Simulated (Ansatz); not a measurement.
# ZnAs2Rh2, from a guessed structure to a relaxed one

Starting from a made-up structure for ZnAs2Rh2, the aim is the relaxed cell, its shortest contacts and, where a second run follows, its electronic structure.

Main program and level: Ansatz 0.2.0; DFT, PBE, plane-wave PAW, files of the set soft_1, scalar-relativistic, no spin, cell and ions relaxed at zero pressure; PAW set soft_1.

## 1. Set-up

Symmetry: I4/mmm, No. 139, tetragonal system. The conventional cell has a = 3.731 Å, b = 3.731 Å, c = 9.048 Å, α = 90.00°, β = 90.00°, γ = 90.00°. Nearest to Rh lie 4 As at 2.23 Å and 4 Rh at 2.64 Å and 4 Zn at 2.93 Å. As has 1 As at 2.08 Å and 4 Rh at 2.23 Å and 4 Zn at 2.84 Å nearest. Nearest to Zn lie 8 As at 2.84 Å and 8 Rh at 2.93 Å. Farther neighbours are not listed.

## 2. Relaxation of the guess

The guessed cell has no reason to be at equilibrium. It is relaxed with the atoms, within the space group of the guess.

Input file input.yaml:

```yaml
crystal:
  lattice:
    - [-1.8655, 1.8655, 4.524]
    - [1.8655, -1.8655, 4.524]
    - [1.8655, 1.8655, -4.524]
  atoms:
    - { symbol: Rh, position: [0.25, 0.75, 0.5] }
    - { symbol: Rh, position: [0.75, 0.25, 0.5] }
    - { symbol: As, position: [0.3852, 0.3852, 0.0] }
    - { symbol: As, position: [0.6148, 0.6148, 0.0] }
    - { symbol: Zn, position: [0.0, 0.0, 0.0] }
kpoints:
  mp_grid: { grid: [10, 10, 10] }
scf:
  occupations: { method: fermi_dirac, width: 0.05 }
hamiltonian:
  xc: pbe
  pseudopotentials: { kind: paw, azcp: { folder: soft_1 } }
relax:
  f_tol: 0.015
  max_steps: 70
  cell: {}
output:
  forces: true
  stress: true
```

Started as:

```console
> ansatz run input.yaml --threads 4 --pin off --max-ram 8192MiB --backend cpu --events-out ev --progress --plain --runs-dir out
```

Numbers of over 12 decimals in the logs are rounded to 6 here.

The log of the run:

```text
Engine: ansatz 0.2.0, aarch64-unknown-linux-gnu
Pseudopotentials: kind: paw
Pseudopotential: Rh, paw, valence charge 17, recommended cutoff 420 eV (normal), soft_1/Rh.paw.azcp
Pseudopotential: As, paw, valence charge 15, recommended cutoff 420 eV (normal), soft_1/As.paw.azcp
Pseudopotential: Zn, paw, valence charge 12, recommended cutoff 420 eV (normal), soft_1/Zn.paw.azcp
Functional definition: PBE
  parameter kappa = 0.804
  parameter beta = 0.066725
  exchange = pbe_x(kappa = kappa, mu = beta*pi^2/3)
  correlation = pbe_c(beta = beta)
Crystal: 5 atoms, lattice volume = 62.976 Å³
Basis set: ecut = 420 eV, 1259 PW (Γ), exchange–correlation on 72×72×72 points (8 copies of the dense FFT grid, shifted against one another)
Bands: 46, of which v1, the nominal top of the filled ones, is band 38 counted from 1 (37 counted from 0)
Symmetry: 16 space group operations
Space group: I4/mmm (ITA 139), of the structure as read, at distance tolerance 4.0e-5 Å
k-points: 102 of 1000
Non-local potential: Rh, projectors of the file, l = 0: 3, l = 1: 2, l = 2: 2, l = 3: 1
Non-local potential: As, projectors of the file, l = 0: 2, l = 1: 2, l = 2: 3, l = 3: 1
Non-local potential: Zn, projectors of the file, l = 0: 2, l = 1: 2, l = 2: 3, l = 3: 1
PAW form: soft (Blöchl's): semilocal exchange-correlation on the pseudo side does not see the compensation charge
PAW one-centre angular grid: Rh, 590 points (default); XC on 64 Gauss nodes
PAW one-centre angular grid: As, 590 points (default); XC on 64 Gauss nodes
PAW one-centre angular grid: Zn, 590 points (default); XC on 64 Gauss nodes
Initial density: superposition of atomic densities (chi_scale 0.1, normalization cell, long waves kept (reshape's long-wave potential 0.01 eV rms))
Initial wavefunctions: pseudopotential atomic-orbital guess
Functional: x = pbe(κ = 0.804, μ = 0.219515), c = pbe(β = 0.066725)
SCF iter   1: F=—  HF=-25834.210966 eV  |F-HF|=—  |Δ(HF+E_count)|=         —  Δρ=9.50e-2  dr2=5.84e0  ethr=3.10e-3  ⟨swp⟩=6.5  Hψ=18114  notcnv=0  defer=4
preconditioner: auto → Kerker (q_TF=auto, 2.815 Å⁻¹)  [metal: Δε(μ)=0.010 eV  Ē_g=11.135 eV  σ=0.050 eV  W_gap=0.05  n_scr=32 (ndim 8)  ℏωp=29.6 eV  f_vac=0.000  D(μ)=3.28/eV (n_scr^D=32)]
SCF iter   2: F=—  HF=-25833.357166 eV  |F-HF|=—  |Δ(HF+E_count)|=   8.54e-1  Δρ=4.10e-2  dr2=1.11e0  ethr=3.10e-3  ⟨swp⟩=2.0  Hψ=7803  notcnv=0  defer=179
SCF iter   3: F=—  HF=-25833.215279 eV  |F-HF|=—  |Δ(HF+E_count)|=   1.42e-1  Δρ=1.49e-2  dr2=8.47e-2  ethr=1.46e-3  ⟨swp⟩=2.2  Hψ=7139  notcnv=0  defer=177
SCF iter   4: F=—  HF=-25833.190836 eV  |F-HF|=—  |Δ(HF+E_count)|=   2.44e-2  Δρ=7.00e-3  dr2=2.09e-2  ethr=1.11e-4  ⟨swp⟩=2.1  Hψ=7634  notcnv=0  defer=177
SCF iter   5: F=—  HF=-25833.188024 eV  |F-HF|=—  |Δ(HF+E_count)|=   2.81e-3  Δρ=1.71e-3  dr2=2.43e-3  ethr=2.75e-5  ⟨swp⟩=2.0  Hψ=7174  notcnv=0  defer=175
SCF iter   6: F=—  HF=-25833.187206 eV  |F-HF|=—  |Δ(HF+E_count)|=   8.18e-4  Δρ=5.97e-4  dr2=4.42e-4  ethr=3.20e-6  ⟨swp⟩=2.0  Hψ=6906  notcnv=0  defer=175
SCF iter   7: F=—  HF=-25833.187129 eV  |F-HF|=—  |Δ(HF+E_count)|=   7.66e-5  Δρ=4.14e-4  dr2=6.58e-5  ethr=5.81e-7  ⟨swp⟩=2.0  Hψ=7585  notcnv=0  defer=175
SCF iter   8: F=—  HF=-25833.187137 eV  |F-HF|=—  |Δ(HF+E_count)|=   8.43e-6  Δρ=8.67e-5  dr2=5.47e-6  ethr=8.66e-8  ⟨swp⟩=2.0  Hψ=6330  notcnv=0  defer=175
SCF iter   9: F=—  HF=-25833.187136 eV  |F-HF|=—  |Δ(HF+E_count)|=   1.52e-6  Δρ=3.09e-5  dr2=5.72e-7  ethr=7.19e-9  ⟨swp⟩=2.0  Hψ=6759  notcnv=0  defer=175
SCF iter  10: F=-25833.187136 eV  HF=-25833.187136 eV  |F-HF|=3.47e-8  |Δ(HF+E_count)|=  9.97e-10  Δρ=6.14e-6  dr2=4.40e-8  ethr=1.32e-10  ⟨swp⟩=4.9  Hψ=17064  notcnv=0
SCF 1 converged in 10 iterations: F = -25833.187136 eV  dr2 = 4.40e-8
  greatest PAW one-centre occupation: 1.000 electrons in one spin orbital (limit 2), on the Rh atom at site 1 (counted from 0), in its partial waves of l = 0
relax step   1: F+E_penalty+E_count = -25833.18713580 eV  Δ(F+E_penalty+E_count) = +0.000e0 eV  max|allowed force component| = 4.278e-1 eV/Å  Δτ_max = 0.0000 Å  P = +84.662 GPa  Ω = 62.976 Å³  (10 SCF iters, dr2 threshold 1.00e-7 eV, accepted)
Crystal: 5 atoms, lattice volume = 72.406 Å³
Basis set: ecut = 420 eV, 1419 PW (Γ), exchange–correlation on 72×72×72 points (8 copies of the dense FFT grid, shifted against one another)
Initial density: handed on by an earlier stage of this run
Initial wavefunctions: those handed on with the density
iter 1 solved again at ethr=1.25e-4 eV; its pass at ethr=3.10e-3 eV (dr2=9.52e-2 eV) is discarded
SCF iter   1: F=—  HF=-25836.505624 eV  |F-HF|=—  |Δ(HF+E_count)|=         —  Δρ=1.01e-2  dr2=9.62e-2  ethr=1.25e-4  ⟨swp⟩=2.4  Hψ=30344  notcnv=0
preconditioner: auto → Kerker (q_TF=auto, 2.750 Å⁻¹)  [metal: Δε(μ)=0.005 eV  Ē_g=9.861 eV  σ=0.050 eV  W_gap=0.02  n_scr=32 (ndim 8)  ℏωp=27.6 eV  f_vac=0.000  D(μ)=3.08/eV (n_scr^D=32)]
SCF iter   2: F=—  HF=-25836.497790 eV  |F-HF|=—  |Δ(HF+E_count)|=   7.83e-3  Δρ=6.33e-3  dr2=3.63e-2  ethr=1.25e-4  ⟨swp⟩=2.3  Hψ=8605  notcnv=0
SCF iter   3: F=—  HF=-25836.494201 eV  |F-HF|=—  |Δ(HF+E_count)|=   3.59e-3  Δρ=2.06e-3  dr2=5.73e-3  ethr=4.77e-5  ⟨swp⟩=3.8  Hψ=8658  notcnv=0
SCF iter   4: F=—  HF=-25836.492039 eV  |F-HF|=—  |Δ(HF+E_count)|=   2.16e-3  Δρ=8.34e-4  dr2=6.48e-4  ethr=7.54e-6  ⟨swp⟩=2.0  Hψ=7789  notcnv=0
SCF iter   5: F=—  HF=-25836.492002 eV  |F-HF|=—  |Δ(HF+E_count)|=   3.68e-5  Δρ=6.13e-4  dr2=2.28e-4  ethr=8.52e-7  ⟨swp⟩=2.0  Hψ=7418  notcnv=0
SCF iter   6: F=—  HF=-25836.491909 eV  |F-HF|=—  |Δ(HF+E_count)|=   9.28e-5  Δρ=1.45e-4  dr2=1.07e-5  ethr=3.00e-7  ⟨swp⟩=2.0  Hψ=6812  notcnv=0
SCF iter   7: F=—  HF=-25836.491907 eV  |F-HF|=—  |Δ(HF+E_count)|=   1.87e-6  Δρ=4.62e-5  dr2=2.29e-6  ethr=1.41e-8  ⟨swp⟩=2.0  Hψ=8049  notcnv=0
SCF iter   8: F=-25836.491907 eV  HF=-25836.491907 eV  |F-HF|=1.12e-7  |Δ(HF+E_count)|=   2.62e-7  Δρ=1.20e-5  dr2=1.80e-7  ethr=6.58e-10  ⟨swp⟩=5.1  Hψ=20644  notcnv=0
SCF 2 converged in 8 iterations: F = -25836.491907 eV  dr2 = 1.80e-7
relax step   2: F+E_penalty+E_count = -25836.49190694 eV  Δ(F+E_penalty+E_count) = -3.305e0 eV  max|allowed force component| = 2.396e-1 eV/Å  Δτ_max = 0.0151 Å  P = +33.759 GPa  Ω = 72.406 Å³  energy of the carried Pulay correction = -9.653e-3 eV  (8 SCF iters, dr2 threshold 5.00e-7 eV, accepted)
Crystal: 5 atoms, lattice volume = 80.567 Å³
Basis set: ecut = 420 eV, 1605 PW (Γ), exchange–correlation on 72×72×72 points (8 copies of the dense FFT grid, shifted against one another)
iter 1 solved again at ethr=1.02e-4 eV; its pass at ethr=3.10e-3 eV (dr2=7.78e-2 eV) is discarded
[...]
[... from here on, the SCF cycles and remarks between the steps are left out ...]
relax step   4: F+E_penalty+E_count = -25837.78557931 eV  Δ(F+E_penalty+E_count) = -1.949e-1 eV  max|allowed force component| = 3.195e-1 eV/Å  Δτ_max = 0.0272 Å  P = +2.089 GPa  Ω = 85.156 Å³  energy of the carried Pulay correction = -2.077e-2 eV  (8 SCF iters, dr2 threshold 5.00e-7 eV, accepted)
relax step   5: F+E_penalty+E_count = -25837.76617260 eV  Δ(F+E_penalty+E_count) = +1.941e-2 eV  max|allowed force component| = 8.564e-1 eV/Å  Δτ_max = 0.0579 Å  P = +1.789 GPa  Ω = 86.624 Å³  energy of the carried Pulay correction = -2.193e-2 eV  (7 SCF iters, dr2 threshold 5.00e-7 eV, rejected (line search))
relax step   6: F+E_penalty+E_count = -25837.80095168 eV  Δ(F+E_penalty+E_count) = -1.537e-2 eV  max|allowed force component| = 3.118e-2 eV/Å  Δτ_max = 0.0198 Å  P = +0.520 GPa  Ω = 86.456 Å³  energy of the carried Pulay correction = -2.180e-2 eV  (11 SCF iters, accepted)
relax step   7: F+E_penalty+E_count = -25837.80113347 eV  Δ(F+E_penalty+E_count) = -1.818e-4 eV  max|allowed force component| = 5.193e-2 eV/Å  Δτ_max = 0.0007 Å  P = -0.285 GPa  Ω = 86.896 Å³  energy of the carried Pulay correction = -2.214e-2 eV  (6 SCF iters, dr2 threshold 5.00e-7 eV, accepted)
relax step   8: F+E_penalty+E_count = -25837.80148057 eV  Δ(F+E_penalty+E_count) = -3.471e-4 eV  max|allowed force component| = 9.950e-4 eV/Å  Δτ_max = 0.0024 Å  P = +0.013 GPa  Ω = 86.737 Å³  energy of the carried Pulay correction = -2.202e-2 eV  (6 SCF iters, dr2 threshold 2.58e-7 eV, accepted)
relax step   9: F+E_penalty+E_count = -25837.87612022 eV  Δ(F+E_penalty+E_count) = -7.464e-2 eV  max|allowed force component| = 8.016e-3 eV/Å  Δτ_max = 0.0000 Å  P = +1.367 GPa  Ω = 86.737 Å³  stress off target by 1.70e0 GPa  SCF on the basis re-selected at this cell (its energy is not comparable with the rows above)  (10 SCF iters)
relax step  10: F+E_penalty+E_count = -25837.89250613 eV  Δ(F+E_penalty+E_count) = -1.639e-2 eV  max|allowed force component| = 2.673e-2 eV/Å  Δτ_max = 0.0257 Å  P = +0.336 GPa  Ω = 87.568 Å³  energy of the carried Pulay correction = -5.412e-4 eV  (6 SCF iters, dr2 threshold 5.00e-7 eV, accepted)
relax step  11: F+E_penalty+E_count = -25837.91169615 eV  Δ(F+E_penalty+E_count) = -1.919e-2 eV  max|allowed force component| = 1.911e-1 eV/Å  Δτ_max = 0.0450 Å  P = -0.470 GPa  Ω = 87.961 Å³  energy of the carried Pulay correction = -9.123e-4 eV  (7 SCF iters, dr2 threshold 5.00e-7 eV, accepted)
relax step  12: F+E_penalty+E_count = -25837.91073166 eV  Δ(F+E_penalty+E_count) = +9.645e-4 eV  max|allowed force component| = 5.052e-2 eV/Å  Δτ_max = 0.0118 Å  P = -0.126 GPa  Ω = 87.877 Å³  energy of the carried Pulay correction = -8.117e-4 eV  (6 SCF iters, dr2 threshold 5.00e-7 eV, rejected (line search))
relax step  13: F+E_penalty+E_count = -25837.91424106 eV  Δ(F+E_penalty+E_count) = -2.545e-3 eV  max|allowed force component| = 6.163e-3 eV/Å  Δτ_max = 0.0036 Å  P = +0.050 GPa  Ω = 87.750 Å³  energy of the carried Pulay correction = -7.770e-4 eV  (11 SCF iters, accepted)
relax step  14: F+E_penalty+E_count = -25837.91424473 eV  Δ(F+E_penalty+E_count) = -3.665e-6 eV  max|allowed force component| = 1.424e-3 eV/Å  Δτ_max = 0.0008 Å  P = -0.004 GPa  Ω = 87.790 Å³  energy of the carried Pulay correction = -7.982e-4 eV  (6 SCF iters, dr2 threshold 1.94e-8 eV, accepted)
iter 1 solved again at ethr=7.02e-7 eV; its pass at ethr=3.10e-3 eV (dr2=5.33e-4 eV) is discarded
SCF iter   1: F=—  HF=-25837.903255 eV  |F-HF|=—  |Δ(HF+E_count)|=         —  Δρ=2.09e-3  dr2=8.86e-5  ethr=7.02e-7  ⟨swp⟩=3.0  Hψ=28010  notcnv=0
preconditioner: auto → Kerker (q_TF=auto, 2.663 Å⁻¹)  [metal: Δε(μ)=0.003 eV  Ē_g=8.554 eV  σ=0.050 eV  W_gap=0.01  n_scr=30 (ndim 8)  ℏωp=25.1 eV  f_vac=0.000  D(μ)=2.91/eV (n_scr^D=14)]
SCF iter   2: F=—  HF=-25837.912431 eV  |F-HF|=—  |Δ(HF+E_count)|=   9.18e-3  Δρ=1.06e-3  dr2=2.25e-5  ethr=1.17e-7  ⟨swp⟩=2.0  Hψ=5933  notcnv=0
SCF iter   3: F=—  HF=-25837.915537 eV  |F-HF|=—  |Δ(HF+E_count)|=   3.11e-3  Δρ=4.85e-5  dr2=3.18e-7  ethr=2.95e-8  ⟨swp⟩=2.0  Hψ=6014  notcnv=0
SCF iter   4: F=—  HF=-25837.915540 eV  |F-HF|=—  |Δ(HF+E_count)|=   3.52e-6  Δρ=1.48e-5  dr2=9.49e-8  ethr=4.18e-10  ⟨swp⟩=2.0  Hψ=8424  notcnv=0
SCF iter   5: F=—  HF=-25837.915540 eV  |F-HF|=—  |Δ(HF+E_count)|=   1.48e-8  Δρ=3.71e-6  dr2=7.49e-9  ethr=1.25e-10  ⟨swp⟩=2.0  Hψ=5422  notcnv=0
SCF iter   6: F=—  HF=-25837.915540 eV  |F-HF|=—  |Δ(HF+E_count)|=   4.47e-9  Δρ=1.10e-6  dr2=1.26e-9  ethr=9.85e-12  ⟨swp⟩=2.0  Hψ=7689  notcnv=0
SCF iter   7: F=—  HF=-25837.915540 eV  |F-HF|=—  |Δ(HF+E_count)|=  1.46e-11  Δρ=7.01e-7  dr2=4.87e-10  ethr=1.66e-12  ⟨swp⟩=2.0  Hψ=6699  notcnv=0
SCF iter   8: F=-25837.915540 eV  HF=-25837.915540 eV  |F-HF|=7.28e-12  |Δ(HF+E_count)|=  3.64e-12  Δρ=1.70e-7  dr2=1.90e-11  ethr=1.00e-12  ⟨swp⟩=3.7  Hψ=18590  notcnv=0
SCF 15 converged in 8 iterations: F = -25837.915540 eV  dr2 = 1.90e-11
relax step  15: F+E_penalty+E_count = -25837.91554012 eV  Δ(F+E_penalty+E_count) = -1.295e-3 eV  max|allowed force component| = 1.123e-3 eV/Å  Δτ_max = 0.0000 Å  P = -0.013 GPa  Ω = 87.790 Å³  stress off target by 2.84e-2 GPa  SCF on the basis re-selected at this cell (its energy is not comparable with the rows above)  (8 SCF iters)
basis re-selected at this cell: Δ(F+E_penalty+E_count) = -1.295e-3 eV, ΔP = -0.008 GPa vs the last step (what re-selecting the basis moved, of the pressure what is left beyond the Pulay correction that the steps carried, after the strain that the cell walked since its last selection, with what the two solves' SCF thresholds leave and, on support functions, any second-order correction that the steps lacked; it is no m [...]
SCF converged after 8 iterations
Free energy (F): -25837.915540 eV
Harris-Foulkes:  -25837.915540 eV  (|F-HF|=7.28e-12)
Internal energy: -25837.891226 eV  (E = F + TS)
E sigma→0 (E₀):  -25837.903383 eV
Entropy (-TS):   -0.024315 eV (-4.863 meV/atom)
Fermi energy:    13.861292 eV
--- Per-component energies (eV) ---
  E_band       = -750.731872
  E_kinetic    = 1416.992970
  E_local      = -9612.449490  (includes V_loc(G=0)·N_el)
  E_nonlocal   = 638.167703
  E_hartree    = 4368.659603
  E_xc         = -620.970331
  E_vxc        = -702.635940  (∫ρ·V_xc dr)
  E_paw        = -13135.583433  (= ΣΔE_a)
  E_vpaw       = -1228.126350  (= ΣTr[D̂ρ^β])
  E_aug_tail   = -0.000179  (compensation charges beyond the density's cutoff)
  E_ewald      = -8892.708068
  E_smearing   = -0.024315  (= −TS)
  E_closure    = 0.000000  (closes the sum)
  Σ components = -25837.915540   (vs F -25837.915540, Δ=0.00e0)
--- Forces (eV/Å), atoms counted from 1 ---
  atom   1  Rh    -0.00000000    -0.00000000     0.00000000
  atom   2  Rh     0.00000000    -0.00000000    -0.00000000
  atom   3  As    -0.00000000    -0.00000000     0.00112310
  atom   4  As     0.00000000    -0.00000000    -0.00112310
  atom   5  Zn     0.00000000     0.00000000    -0.00000000
  max |Σ_I F_I| component: 1.43e-17 eV/Å
--- Stress (GPa, compression-positive) ---
       -0.004636      -0.000000       0.000000
       -0.000000      -0.004636       0.000000
        0.000000       0.000000      -0.028413
  P = ⅓ Tr σ = -0.0126 GPa (-0.126 kbar)
--- Relaxed structure (13 steps of the walk, 11 accepted, 2 SCFs on fresh bases) ---
  F+E_penalty+E_count = -25837.91554012 eV   max|allowed force component| = 1.123e-3 eV/Å   (the final SCF, on the basis selected at the relaxed cell)
  cell:  # Å, volume = 87.7902 Å³
    - [-2.198402, 2.198402, 4.541213]
    - [2.198402, -2.198402, 4.541213]
    - [2.198402, 2.198402, -4.541213]
  atoms:
    - { symbol: Rh, position: [0.250000, 0.75, 0.5] }
    - { symbol: Rh, position: [0.75, 0.250000, 0.5] }
    - { symbol: As, position: [0.366541, 0.366541, 0] }
    - { symbol: As, position: [0.633459, 0.633459, 0] }
    - { symbol: Zn, position: [-3.067592353628309e-19, -3.06759235362831e-19, 0] }
```

It took 68 s on 4 threads of Arm Neoverse V2, shared host; peak memory 0.66 GiB; 4.4 min of CPU time.

Relaxation path:

| step | energy less that of the first step (eV) | largest force component (eV/Å) | pressure (GPa) | volume (Å³) |
| --- | --- | --- | --- | --- |
| 1 | 0.0000 | 0.4278 | 84.66 | 62.98 |
| 2 | -3.3048 | 0.2396 | 33.76 | 72.41 |
| 3 | -4.4036 | 0.4313 | 10.56 | 80.57 |
| 4 | -4.5984 | 0.3195 | 2.09 | 85.16 |
| 5 | -4.5790 | 0.8564 | 1.79 | 86.62 |
| 6 | -4.6138 | 0.0312 | 0.52 | 86.46 |
| 7 | -4.6140 | 0.0519 | -0.29 | 86.90 |
| 8 | -4.6143 | 0.0010 | 0.01 | 86.74 |
| 9* | -4.6890 | 0.0080 | 1.37 | 86.74 |
| 10 | -4.7054 | 0.0267 | 0.34 | 87.57 |
| 11 | -4.7246 | 0.1911 | -0.47 | 87.96 |
| 12 | -4.7236 | 0.0505 | -0.13 | 87.88 |
| 13 | -4.7271 | 0.0062 | 0.05 | 87.75 |
| 14 | -4.7271 | 0.0014 | 0.00 | 87.79 |
| 15* | -4.7284 | 0.0011 | -0.01 | 87.79 |

Relaxation steps marked * repeat the geometry before them on a plane-wave basis chosen anew for their cell, so energy and pressure can jump there. Relaxation steps 5, 12 were tried and not accepted.

The run keeps the 16 symmetry operations that it works with, so distortions that break them were not tested.

| cell as run | before | after | change |
| --- | --- | --- | --- |
| a (Å) | 5.237 | 5.504 | +5.1 % |
| b (Å) | 5.237 | 5.504 | +5.1 % |
| c (Å) | 5.237 | 5.504 | +5.1 % |
| α (°) | 138.26 | 132.91 | -3.9 % |
| β (°) | 138.26 | 132.91 | -3.9 % |
| γ (°) | 60.50 | 68.79 | +13.7 % |
| volume (Å³/atom) | 12.60 | 17.56 | +39.4 % |

The atoms that moved most (Å, as changes of fractional coordinates times the final cell):

| atom | dx | dy | dz | length |
| --- | --- | --- | --- | --- |
| As4 | 0.000 | 0.000 | 0.169 | 0.169 |
| As3 | 0.000 | 0.000 | -0.169 | 0.169 |

The relaxed structure:

```xyz
5
Lattice="-2.1984 2.1984 4.5412 2.1984 -2.1984 4.5412 2.1984 2.1984 -4.5412" Properties=species:S:1:pos:R:3 pbc="T T T"
Rh    2.1984    0.0000    2.2706
Rh    0.0000    2.1984    2.2706
As    0.0000    0.0000    3.3291
As    0.0000    0.0000    5.7533
Zn    0.0000    0.0000    0.0000
```

Numbers from this step:

* free energy: -25837.9155 eV
* energy at zero smearing: -25837.9034 eV
* smearing term TS: 0.02431 eV
* Fermi energy: 13.86 eV
* electrons: 76
* symmetry operations: 16
* pressure: -0.01256 GPa

Shortest distances by pair of elements, guess and relaxed (not always the same contact):

| pair | guess (Å) | relaxed (Å) |
| --- | --- | --- |
| As–As | 2.077 | 2.424 |
| As–Rh | 2.231 | 2.440 |
| Rh–Rh | 2.638 | 3.109 |
| Rh–Zn | 2.932 | 3.160 |
| As–Zn | 2.835 | 3.329 |

The relaxation ends with a largest force component of 0.0011 eV/Å and a pressure of -0.01 GPa.

## 3. Results

```yaml
space_group_relaxed: I4/mmm
conventional_cell: a = 4.397, b = 4.397, c = 9.082 Å; α = 90.0°, β = 90.0°, γ = 90.0°
volume_per_atom: 17.56 Å³ (guess 12.60)
```

**Reading.** ZnAs2Rh2 relaxes to I4/mmm with a = 4.397, b = 4.397 and c = 9.082 Å. The guessed volume was 28 % too small. The space group I4/mmm was held in the relaxation, so the end point is a stationary structure within it and may be a saddle against distortions or other arrangements. Mesh and cutoff weren't tested. No dispersion term is used, so weakly bound directions may come out too long. The runs have no spin, and magnetism wasn't tested. Nothing here tests whether the compound is stable against decomposition.

[Logs are printed without paths, hosts, clocks, repeated set-up lines and the standing remarks that a program may print on its own settings, such as how far it seeks lower states.]

[Hosts, paths, dates, database ids (printed as entryN), source tags and the programs' standing remarks are cut or masked in the printed files.]
